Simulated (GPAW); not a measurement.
# How the plane-wave cutoff moves the magnetism of MnSe monolayer

Two starts of MnSe monolayer are run at each rung of the plane-wave cutoff. Which rung is enough?

Method: LDA with U = 4 eV on Mn d; plane waves with GPAW's PAW setups, scalar-relativistic, in GPAW 26.7.0.

## 1. Set-up

The cell holds 4 atoms: 2 Mn and 2 Se. Its edges and angles: a = 3.613 Å, b = 3.613 Å, c = 18.119 Å, α = 90.0°, β = 90.0°, γ = 90.0°. It derives from MnSe. one layer cut from the bulk crystal, unrelaxed, 15 A of vacuum. Vacuum lies along c.

Structure file:

```cif
data_structure
_symmetry_space_group_name_H-M 'P 1'
_symmetry_Int_Tables_number 1
_cell_length_a 3.6133
_cell_length_b 3.6133
_cell_length_c 18.1192
_cell_angle_alpha 90.000
_cell_angle_beta 90.000
_cell_angle_gamma 90.000
_cell_volume 236.56
loop_
_atom_site_label
_atom_site_type_symbol
_atom_site_fract_x
_atom_site_fract_y
_atom_site_fract_z
_atom_site_occupancy
Mn1 Mn 0.00000 0.00000 0.50000 1
Mn2 Mn 0.50000 0.50000 0.50000 1
Se3 Se 0.50000 0.00000 0.41392 1
Se4 Se 0.00000 0.50000 0.58608 1
```

## 2. Rung 1 (250 eV), start ferro ++

The ladder starts at a low cutoff and climbs, to see from where on the results stand still.

Contents of order1.py:

```python
import json
import numpy as np
from ase import Atoms
from ase.parallel import paropen, parprint
from gpaw import GPAW

atoms = Atoms(['Mn', 'Mn', 'Se', 'Se'],
    cell=[[3.613289, 0.0, 0.0],
         [0.0, 3.613289, 0.0],
         [0.0, 0.0, 18.119218]],
    scaled_positions=[[0.0, 0.0, 0.5],
         [0.5, 0.5, 0.5],
         [0.5, 0.0, 0.413925],
         [0.0, 0.5, 0.586075]],
    pbc=True,
    magmoms=[4.5, 4.5, 0.0, 0.0])
atoms.calc = GPAW(mode={'name': 'pw', 'ecut': 250},
    xc='LDA',
    kpts={'size': (6, 6, 1), 'gamma': True},
    occupations={'name': 'fermi-dirac', 'width': 0.05},
    convergence={'density': 1e-05, 'energy': 1e-05},
    maxiter=200,
    setups={'Mn': ':d,4.0'},
    symmetry={'tolerance': 1e-4},
    txt='order1.txt')
e = atoms.get_potential_energy(force_consistent=True)
res = {'free_energy': e, 'energy_sigma0': atoms.get_potential_energy(), 'fermi_energy': atoms.calc.get_fermi_level()}
res['moments'] = atoms.get_magnetic_moments().tolist()
res['total'] = atoms.get_magnetic_moment()
parprint('site moments (muB):', np.round(res['moments'], 3))
parprint(f"total moment: {res['total']:.3f} muB")
parprint(f'free energy: {e:.6f} eV')
atoms.calc.write('order1.gpw')
with paropen('results.json', 'w') as f:
    json.dump(res, f)
```

On the command line:

```
$ OMP_NUM_THREADS=1 mpirun -n 2 gpaw python order1.py > order1.log
```

Numbers of over 12 decimals in the logs are rounded to 6 here.

Log:

```text
site moments (muB): [4.083 4.083 0.042 0.042]
total moment: 9.110 muB
free energy: -24.662457 eV

--- order1.txt ---
Input parameters:
  mode=PW(ecut=250),
  convergence={'density': 1e-05, 'energy': 1e-05},
  kpts=MonkhorstPack(size=(6, 6, 1), gamma=True),
  maxiter=200,
  occupations=Occupations(name='fermi-dirac', width=0.05),
  setups={'Mn': ':d,4.0'},
  symmetry=Symmetry(tolerance=0.0001),
  xc=XC(name='LDA')

Diagonalizing LCAO Hamiltonian
Converting LCAO to pw mode
   .--------.
  /|        |
 * |        |
 | |        |
 | |        |
 | |        |
 | |        |
 | |        |
 | |        |
 | |        |
 |Se        |
 | |        |
 | |   Mn   |
 Mn|        |
 | |        |
 | |  Se    |
 | |        |
 | |        |
 | |        |
 | |        |
 | |        |
 | |        |
 | .--------.
 |/        /
 *--------*

Atoms  # Å, Bohr magnetons
|   | symbol |        x |        y |         z |    initial magnetic moments |
|---|--------|----------|----------|-----------|-----------------------------|
| 0 |     Mn | 0.000000 | 0.000000 |  9.059609 | ( 0.0000,  0.0000,  4.5000) |
| 1 |     Mn | 1.806644 | 1.806644 |  9.059609 | ( 0.0000,  0.0000,  4.5000) |
| 2 |     Se | 1.806644 | 0.000000 |  7.499997 | ( 0.0000,  0.0000,  0.0000) |
| 3 |     Se | 0.000000 | 1.806644 | 10.619221 | ( 0.0000,  0.0000,  0.0000) |

Unit cell  # Å
| periodic |        x |        y |         z |   lengths |    angles |
|----------|----------|----------|-----------|-----------|-----------|
|      yes | 3.613289 | 0.000000 |  0.000000 |  3.613289 | 90.000000 |
|      yes | 0.000000 | 3.613289 |  0.000000 |  3.613289 | 90.000000 |
|      yes | 0.000000 | 0.000000 | 18.119218 | 18.119218 | 90.000000 |

Number of symmetries: 8

BZ-sampling:
  Number of BZ points: 36
  Number of IBZ points: 10

  Monkhorst-Pack size: [6, 6, 1]
  Monkhorst-Pack shift: [0.083333, 0.083333, 0.0]

Plane wave coefficients: 2147
Cutoff: 250.0 eV

Spin-components: 2 (collinear spins)
Bands:           34
Projectors:      22
Spin-degeneracy: 1
Datatype:        complex128

Parallelization:
  kpt:    2
  domain: 1
  band:   1

Density:
  Valence electrons: 42.0
  Components: 2
  Grid points: [14 14 70]
  Charge: 0.0  # |e|

Potential:
  Grid points: [14 14 70]

[... setups left out ...]
Reference energy: -194945.291229  # eV

eigensolver:
  PPCG
  Converge bands: occupied
  niter=2

density mixing:
  MSR1-Mixer
  Pratt-step length: 0.05
  Maximum mixing coefficient: 0.75
  Old densities: 10
  SVD Regularization: 0.005
  Good broyden scale: 1.0
  Trust region scale: 1.0
  Backstep threshold: 4.0
  History deletion threshold: 6.0
  Fourier metric: weight=20.0, sigma=0.015

occupation numbers:
  Fermi-Dirac:
    width: 0.0500  # eV

poisson solver:
  ecut: 2000.0  # eV

xc functional:
  name: None

convergence criteria:
- Maximum integral of absolute [dens]ity change: 1e-05 electrons / valence electron
- Maximum [total energy] change in last 3 cyles: 1e-05 eV / valence electron
- Maximum integral of absolute [eigenst]ate change: 4e-08 eV^2 / valence electron
maximum number of iterations: 200

SCF iterations
|iter     |      energy | eigst |  dens |  magmom |
|---------|-------------|-------|-------|---------|
|iter:   1|       0s |  -25.227565 | -0.14 |       |  +9.0083|
|iter:   2|       0s |  -25.002028 | -1.51 | -1.13 |  +8.9969|
|iter:   3|       1s |  -24.636613 | -1.91 | -1.19 |  +9.1071|
|iter:   4|       1s |  -24.636231 | -2.52 | -1.48 |  +9.1825|
|iter:   5|       2s |  -24.647647 | -3.11 | -1.90 |  +9.1744|
|iter:   6|       2s |  -24.650829 | -3.72 | -2.26 |  +9.1534|
|iter:   7|       3s |  -24.650917 | -4.50 | -2.84 |  +9.1377|
|iter:   8|       4s |  -24.650903c| -4.81 | -3.08 |  +9.1193|
|iter:   9|       4s |  -24.650883c| -5.47 | -3.73 |  +9.1151|
|iter:  10|       5s |  -24.650866c| -5.93 | -4.05 |  +9.1127|
|iter:  11|       5s |  -24.650856c| -6.35 | -4.41 |  +9.1118|
|iter:  12|       6s |  -24.650837c| -6.43 | -4.50 |  +9.1102|
|iter:  13|       6s |  -24.650838c| -7.08 | -4.81 |  +9.1103|
|iter:  14|       7s |  -24.650838c| -7.47c| -5.42c|  +9.1104|

Converged in 14 steps
Energy contributions relative to reference atoms: (reference = -194945.291229)

Energy contributions:
  Kinetic:         106.340742
  Coulomb:         -88.400993
  Zero:              0.212667
  External:          0.000000
  Xc:              -42.791634
  Entropy:          -0.023239
  Spinorbit:         0.000000
  ----------------------------
  Free energy:     -24.662457
  Extrapolated:    -24.650838

dipole moment: (-21.402587, -21.402587, 0.000136)  # |e|*Ang

Total magnetic moment: (0.000000, 0.000000, 9.110375)

Local magnetic moments
|        x |        y |        z |
|----------|----------|----------|
| 0.000000 | 0.000000 | 4.083252 |  # Mn   0
| 0.000000 | 0.000000 | 4.083252 |  # Mn   1
| 0.000000 | 0.000000 | 0.041612 |  # Se   2
| 0.000000 | 0.000000 | 0.041612 |  # Se   3

Fermi level: -1.406
Eigenvalues  # (at kpt = [0.000, 0.000, 0.000])
| band index |      eig [eV] | occ [0-1] |      eig [eV] | occ [0-1] |
|------------|---------------|-----------|---------------|-----------|
|          0 |       -81.907 |     1.000 |       -77.553 |     1.000 |
|        ... |               |           |               |           |
|         13 |        -7.788 |     1.000 |        -4.244 |     1.000 |
|         14 |        -7.788 |     1.000 |        -3.563 |     1.000 |
|         15 |        -5.850 |     1.000 |        -3.563 |     1.000 |
|         16 |        -5.850 |     1.000 |        -1.663 |     0.994 |
|         17 |        -5.603 |     1.000 |        -0.825 |     0.000 |
|         18 |        -4.870 |     1.000 |         0.159 |     0.000 |
|         19 |        -4.835 |     1.000 |         0.854 |     0.000 |
|         20 |        -3.874 |     1.000 |         1.526 |     0.000 |
|         21 |        -3.151 |     1.000 |         2.179 |     0.000 |
|         22 |        -3.151 |     1.000 |         2.179 |     0.000 |
|         23 |        -2.697 |     1.000 |         2.927 |     0.000 |
|         24 |        -0.546 |     0.000 |         2.927 |     0.000 |
|         25 |        -0.546 |     0.000 |         3.008 |     0.000 |
|         26 |         0.955 |     0.000 |         3.298 |     0.000 |
|         27 |         2.545 |     0.000 |         3.514 |     0.000 |
|        ... |               |           |               |           |
|         33 |        10.962 |     0.000 |        11.579 |     0.000 |

No gap
No difference between direct/indirect transitions
```

The job ended after 10 s (2 MPI ranks of Intel Xeon Platinum 8488C (Sapphire Rapids), shared host; peak memory 0.39 GiB; 20 s of CPU time).

Spin moment in the augmentation sphere by atom:

| atom | spin moment in the augmentation sphere (μB) |
| --- | --- |
| Mn1 | 4.08 |
| Mn2 | 4.08 |
| Se3 | 0.04 |
| Se4 | 0.04 |

This step gave:

```yaml
magnetization: 9.110 μB
final_state: ferromagnetic
```

After 14 cycles the largest moment stands at 4.08 μB.

## 3. Rung 1 (250 eV), start antiferro +-

The second start gives the energy difference between the two end states, the quantity that is followed up the ladder.

order2.py is the script of step 2 with these lines changed:

```diff
@@ -15,3 +15,3 @@
     pbc=True,
-    magmoms=[4.5, 4.5, 0.0, 0.0])
+    magmoms=[4.5, -4.5, 0.0, 0.0])
 atoms.calc = GPAW(mode={'name': 'pw', 'ecut': 250},
@@ -24,3 +24,3 @@
     symmetry={'tolerance': 1e-4},
-    txt='order1.txt')
+    txt='order2.txt')
 e = atoms.get_potential_energy(force_consistent=True)
@@ -32,3 +32,3 @@
 parprint(f'free energy: {e:.6f} eV')
-atoms.calc.write('order1.gpw')
+atoms.calc.write('order2.gpw')
 with paropen('results.json', 'w') as f:
```

On the command line:

```
$ OMP_NUM_THREADS=1 mpirun -n 2 gpaw python order2.py > order2.log
```

Log:

```text
site moments (muB): [ 3.92 -3.92 -0.   -0.  ]
total moment: 0.000 muB
free energy: -26.146215 eV

--- order2.txt ---
Input parameters:
  mode=PW(ecut=250),
  convergence={'density': 1e-05, 'energy': 1e-05},
  kpts=MonkhorstPack(size=(6, 6, 1), gamma=True),
  maxiter=200,
  occupations=Occupations(name='fermi-dirac', width=0.05),
  setups={'Mn': ':d,4.0'},
  symmetry=Symmetry(tolerance=0.0001),
  xc=XC(name='LDA')

Diagonalizing LCAO Hamiltonian
Converting LCAO to pw mode
   .--------.
  /|        |
 * |        |
 | |        |
 | |        |
 | |        |
 | |        |
 | |        |
[...]
|Se        |
[...]
| |   Mn   |
 Mn|        |
[...]
| |  Se    |
[...]
| |        |
 | |        |
 | |        |
 | |        |
 | .--------.
 |/        /
 *--------*

Atoms  # Å, Bohr magnetons
|   | symbol |        x |        y |         z |    initial magnetic moments |
|---|--------|----------|----------|-----------|-----------------------------|
| 0 |     Mn | 0.000000 | 0.000000 |  9.059609 | ( 0.0000,  0.0000,  4.5000) |
| 1 |     Mn | 1.806644 | 1.806644 |  9.059609 | ( 0.0000,  0.0000, -4.5000) |
| 2 |     Se | 1.806644 | 0.000000 |  7.499997 | ( 0.0000,  0.0000,  0.0000) |
| 3 |     Se | 0.000000 | 1.806644 | 10.619221 | ( 0.0000,  0.0000,  0.0000) |

Number of symmetries: 8

BZ-sampling:
  Number of BZ points: 36
  Number of IBZ points: 10

  Monkhorst-Pack size: [6, 6, 1]
  Monkhorst-Pack shift: [0.083333, 0.083333, 0.0]

Plane wave coefficients: 2147
Cutoff: 250.0 eV

Spin-components: 2 (collinear spins)
Bands:           30
[...]
Converged in 16 steps
Energy contributions relative to reference atoms: (reference = -194945.291229)

Energy contributions:
  Kinetic:          92.619851
  Coulomb:         -78.633825
  Zero:              0.250404
  External:          0.000000
  Xc:              -40.382644
  Entropy:          -0.000000
  Spinorbit:         0.000000
  ----------------------------
  Free energy:     -26.146215
  Extrapolated:    -26.146215

dipole moment: (-21.445281, -21.445281, 0.000136)  # |e|*Ang

Total magnetic moment: (0.000000, 0.000000, 0.000000)

Local magnetic moments
|        x |        y |         z |
|----------|----------|-----------|
| 0.000000 | 0.000000 |  3.919670 |  # Mn   0
| 0.000000 | 0.000000 | -3.919670 |  # Mn   1
| 0.000000 | 0.000000 | -0.000000 |  # Se   2
| 0.000000 | 0.000000 | -0.000000 |  # Se   3

Fermi level: -1.021
Eigenvalues  # (at kpt = [0.000, 0.000, 0.000])
| band index |      eig [eV] | occ [0-1] |      eig [eV] | occ [0-1] |
|------------|---------------|-----------|---------------|-----------|
|          0 |       -81.881 |     1.000 |       -81.881 |     1.000 |
|        ... |               |           |               |           |
|         13 |        -6.965 |     1.000 |        -6.965 |     1.000 |
|         14 |        -6.313 |     1.000 |        -6.313 |     1.000 |
|         15 |        -4.918 |     1.000 |        -4.918 |     1.000 |
|         16 |        -3.720 |     1.000 |        -3.720 |     1.000 |
[...]
|         26 |         2.547 |     0.000 |         2.547 |     0.000 |
|         27 |         3.219 |     0.000 |         3.219 |     0.000 |
|         28 |         3.456 |     0.000 |         3.456 |     0.000 |
|         29 |         4.598 |     0.000 |         4.598 |     0.000 |

Gap: 1.374 eV
Transition (v -> c):
  (s=1, k=0, n=20, [0.00, 0.00, 0.00]) -> (s=1, k=9, n=21, [0.50, 0.50, 0.00])
Direct/indirect transitions are different
Direct gap: 1.897 eV
Transition at: (s=1, k=0, n=20, [0.00, 0.00, 0.00])
```

Wall time 10 s (2 MPI ranks); peak memory 0.39 GiB.

Spin moment in the augmentation sphere by atom:

| atom | spin moment in the augmentation sphere (μB) |
| --- | --- |
| Mn1 | 3.92 |
| Mn2 | -3.92 |
| Se3 | 0.00 |
| Se4 | 0.00 |

Read from the output:

```yaml
magnetization: 0 μB
final_state: antiferromagnetic
```

This start lies -741.9 meV a seeded atom from the first; its largest moment is 3.92 μB.

## 4. Rung 2 (325 eV), start ferro ++

order1.py is the script of step 2 with these lines changed:

```diff
@@ -16,3 +16,3 @@
     magmoms=[4.5, 4.5, 0.0, 0.0])
-atoms.calc = GPAW(mode={'name': 'pw', 'ecut': 250},
+atoms.calc = GPAW(mode={'name': 'pw', 'ecut': 325},
     xc='LDA',
```

On the command line:

```
$ OMP_NUM_THREADS=1 mpirun -n 2 gpaw python order1.py > order1.log
```

Log:

```text
site moments (muB): [4.09  4.09  0.042 0.042]
total moment: 9.121 muB
free energy: -25.042788 eV

--- order1.txt ---
Input parameters:
  mode=PW(ecut=325),
  convergence={'density': 1e-05, 'energy': 1e-05},
  kpts=MonkhorstPack(size=(6, 6, 1), gamma=True),
  maxiter=200,
  occupations=Occupations(name='fermi-dirac', width=0.05),
  setups={'Mn': ':d,4.0'},
  symmetry=Symmetry(tolerance=0.0001),
  xc=XC(name='LDA')

[...]
|         16 |        -5.869 |     1.000 |        -1.663 |     0.993 |
[...]
|         25 |        -0.557 |     0.000 |         2.990 |     0.000 |
|         26 |         0.957 |     0.000 |         3.299 |     0.000 |
|         27 |         2.537 |     0.000 |         3.539 |     0.000 |
|        ... |               |           |               |           |
|         33 |        10.956 |     0.000 |        11.574 |     0.000 |

No gap
No difference between direct/indirect transitions

[key lines of the parts left out:]
Free energy:     -25.042788
Converged in 16 steps
dipole moment: (-21.398194, -21.398194, 0.000136)  # |e|*Ang
Fermi level: -1.412
```

Wall time 15 s (2 MPI ranks); peak memory 0.44 GiB.

Numbers from this step:

- magnetization: 9.121 μB
- final state: ferromagnetic
- largest moment: 4.090 μB

The largest moment moves by +0.01 μB from rung 1, at 1.5 times its CPU time.

## 5. Rung 2 (325 eV), start antiferro +-

order2.py is the script of step 3 with these lines changed:

```diff
@@ -16,3 +16,3 @@
     magmoms=[4.5, -4.5, 0.0, 0.0])
-atoms.calc = GPAW(mode={'name': 'pw', 'ecut': 250},
+atoms.calc = GPAW(mode={'name': 'pw', 'ecut': 325},
     xc='LDA',
```

On the command line:

```
$ OMP_NUM_THREADS=1 mpirun -n 2 gpaw python order2.py > order2.log
```

Log:

```text
site moments (muB): [ 3.926 -3.926 -0.    -0.   ]
total moment: 0.000 muB
free energy: -26.519443 eV

--- order2.txt ---
Input parameters:
  mode=PW(ecut=325),
  convergence={'density': 1e-05, 'energy': 1e-05},
  kpts=MonkhorstPack(size=(6, 6, 1), gamma=True),
  maxiter=200,
  occupations=Occupations(name='fermi-dirac', width=0.05),
  setups={'Mn': ':d,4.0'},
  symmetry=Symmetry(tolerance=0.0001),
  xc=XC(name='LDA')

[...]
|         26 |         2.542 |     0.000 |         2.542 |     0.000 |
|         27 |         3.221 |     0.000 |         3.221 |     0.000 |
|         28 |         3.481 |     0.000 |         3.481 |     0.000 |
|         29 |         4.610 |     0.000 |         4.610 |     0.000 |

Gap: 1.375 eV
Transition (v -> c):
  (s=1, k=0, n=20, [0.00, 0.00, 0.00]) -> (s=1, k=9, n=21, [0.50, 0.50, 0.00])
Direct/indirect transitions are different
Direct gap: 1.897 eV
Transition at: (s=1, k=0, n=20, [0.00, 0.00, 0.00])

[key lines of the parts left out:]
Free energy:     -26.519443
Converged in 17 steps
dipole moment: (-21.440089, -21.440089, 0.000136)  # |e|*Ang
Fermi level: -1.028
```

Run time: 15 s. Hardware: 2 MPI ranks; peak memory 0.44 GiB; 29 s of CPU time.

This step gave:

- magnetization: 0 μB
- final state: antiferromagnetic
- largest moment: 3.926 μB

This start lies -738.3 meV a seeded atom from the first, a change of +3.6 meV since rung 1; its largest moment is 3.93 μB.

## 6. Rung 3 (400 eV), start ferro ++

order1.py is the script of step 4 with these lines changed:

```diff
@@ -16,3 +16,3 @@
     magmoms=[4.5, 4.5, 0.0, 0.0])
-atoms.calc = GPAW(mode={'name': 'pw', 'ecut': 325},
+atoms.calc = GPAW(mode={'name': 'pw', 'ecut': 400},
     xc='LDA',
```

On the command line:

```
$ OMP_NUM_THREADS=1 mpirun -n 2 gpaw python order1.py > order1.log
```

Log:

```text
site moments (muB): [4.099 4.099 0.043 0.043]
total moment: 9.135 muB
free energy: -25.176289 eV

--- order1.txt ---
Input parameters:
  mode=PW(ecut=400),
  convergence={'density': 1e-05, 'energy': 1e-05},
  kpts=MonkhorstPack(size=(6, 6, 1), gamma=True),
  maxiter=200,
  occupations=Occupations(name='fermi-dirac', width=0.05),
  setups={'Mn': ':d,4.0'},
  symmetry=Symmetry(tolerance=0.0001),
  xc=XC(name='LDA')

[...]
|         16 |        -5.886 |     1.000 |        -1.654 |     0.992 |
[...]
|         25 |        -0.567 |     0.000 |         2.976 |     0.000 |
|         26 |         0.955 |     0.000 |         3.301 |     0.000 |
|         27 |         2.529 |     0.000 |         3.591 |     0.000 |
|        ... |               |           |               |           |
|         33 |        10.952 |     0.000 |        11.570 |     0.000 |

No gap
No difference between direct/indirect transitions

[key lines of the parts left out:]
Free energy:     -25.176289
Converged in 16 steps
dipole moment: (-21.404046, -21.404046, 0.000136)  # |e|*Ang
Fermi level: -1.414
```

The job ended after 22 s (2 MPI ranks; peak memory 0.5 GiB; 45 s of CPU time).

Read from the output:

```yaml
magnetization: 9.135 μB
final_state: ferromagnetic
largest_moment: 4.099 μB
```

The largest moment moves by +0.01 μB from rung 2, at 1.5 times its CPU time.

## 7. Rung 3 (400 eV), start antiferro +-

order2.py is the script of step 5 with these lines changed:

```diff
@@ -16,3 +16,3 @@
     magmoms=[4.5, -4.5, 0.0, 0.0])
-atoms.calc = GPAW(mode={'name': 'pw', 'ecut': 325},
+atoms.calc = GPAW(mode={'name': 'pw', 'ecut': 400},
     xc='LDA',
```

On the command line:

```
$ OMP_NUM_THREADS=1 mpirun -n 2 gpaw python order2.py > order2.log
```

Log:

```text
site moments (muB): [ 3.933 -3.933 -0.    -0.   ]
total moment: 0.000 muB
free energy: -26.646510 eV

--- order2.txt ---
Input parameters:
  mode=PW(ecut=400),
  convergence={'density': 1e-05, 'energy': 1e-05},
  kpts=MonkhorstPack(size=(6, 6, 1), gamma=True),
  maxiter=200,
  occupations=Occupations(name='fermi-dirac', width=0.05),
  setups={'Mn': ':d,4.0'},
  symmetry=Symmetry(tolerance=0.0001),
  xc=XC(name='LDA')

[...]
|         26 |         2.540 |     0.000 |         2.540 |     0.000 |
|         27 |         3.219 |     0.000 |         3.219 |     0.000 |
|         28 |         3.529 |     0.000 |         3.529 |     0.000 |
|         29 |         4.642 |     0.000 |         4.642 |     0.000 |

Gap: 1.378 eV
Transition (v -> c):
  (s=1, k=0, n=20, [0.00, 0.00, 0.00]) -> (s=1, k=9, n=21, [0.50, 0.50, 0.00])
Direct/indirect transitions are different
Direct gap: 1.900 eV
Transition at: (s=1, k=0, n=20, [0.00, 0.00, 0.00])

[key lines of the parts left out:]
Free energy:     -26.646510
Converged in 17 steps
dipole moment: (-21.445469, -21.445469, 0.000136)  # |e|*Ang
Fermi level: -1.031
```

Elapsed: 22 s, on 2 MPI ranks; peak memory 0.49 GiB; 43 s of CPU time.

This step gave:

```yaml
magnetization: 0 μB
final_state: antiferromagnetic
largest_moment: 3.933 μB
```

This start lies -735.1 meV a seeded atom from the first, a change of +3.2 meV since rung 2; its largest moment is 3.93 μB.

[end of part 1 of 2]

[Logs and program files are shortened in this print: banners, set-up blocks, solver, clock and traceback lines can be left out without a mark of their own.]

[Logs are printed without paths, hosts, clocks, repeated set-up lines and the standing remarks that a program may print on its own settings, such as how far it seeks lower states.]

[Hosts, paths, dates, database ids (printed as entryN), source tags and the programs' standing remarks are cut or masked in the printed files.]

[Where a cell is said to come from a database of computed structures, the database is the Materials Project.]
